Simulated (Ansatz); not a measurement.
Consider WBr2 (1T sheet).

The cell holds 3 atoms: 1 W and 2 Br. Its edges and angles: a = 3.231 Å, b = 3.231 Å, c = 30.253 Å, α = 90.0°, β = 90.0°, γ = 120.0°. Vacuum lies along c.

```
W Br
1.0
     0.00000    2.28436    2.28436
     2.28436   -2.28436    0.00000
    17.46662   17.46662  -17.46662
W Br
1 2
Direct
  0.00000 0.00000 0.31776
  0.33333 0.66667 0.37806
  0.66667 0.33333 0.25746
```

The structure was relaxed with PBEsol. The structure was generated from a model, not taken from a measurement. The runs that relaxed it are not among those shown. The program's search for lower electronic states was switched off, so nothing shows that the state found is the lowest. Spin-orbit coupling is left out unless a run names it. PAW set soft_2, made with PBE.

A constrained-RPA run (Ansatz 0.2.0; non-magnetic PBEsol; W d + anion p, bands v8 to c3, 6×6×1 mesh, medium accuracy) builds 11 functions on bands 11 eV wide, with 16.0 electrons in the window. The bare on-site interaction is 11.9 eV and the bare J 0.44 eV.

**Question.** What U and J survive the screening?

On the W d shell, U = 4.73 eV (40 % of the bare value), U′ = 4.03 eV, J = 0.33 eV.

The parent state is non-magnetic and the interaction static (zero frequency); U depends on the window and the orbitals, so it belongs to this model alone. Spin-orbit coupling, which is strong for atoms this heavy, is left out. A window that holds the anion p bands defines a model with explicit ligands; its U belongs to that model and is not the U of DFT+U.

[Paths, hosts, dates, memory and timing lines, banners, echoed tables and standing remarks are left out of the program output.]

[Logs are printed without paths, hosts, clocks, repeated set-up lines and the standing remarks that a program may print on its own settings, such as how far it seeks lower states.]

[Runs of the session that timed out or met a known fault of the program may be left out.]

[Hosts, paths, dates, database ids (printed as entryN), source tags and the programs' standing remarks are cut or masked in the printed files.]
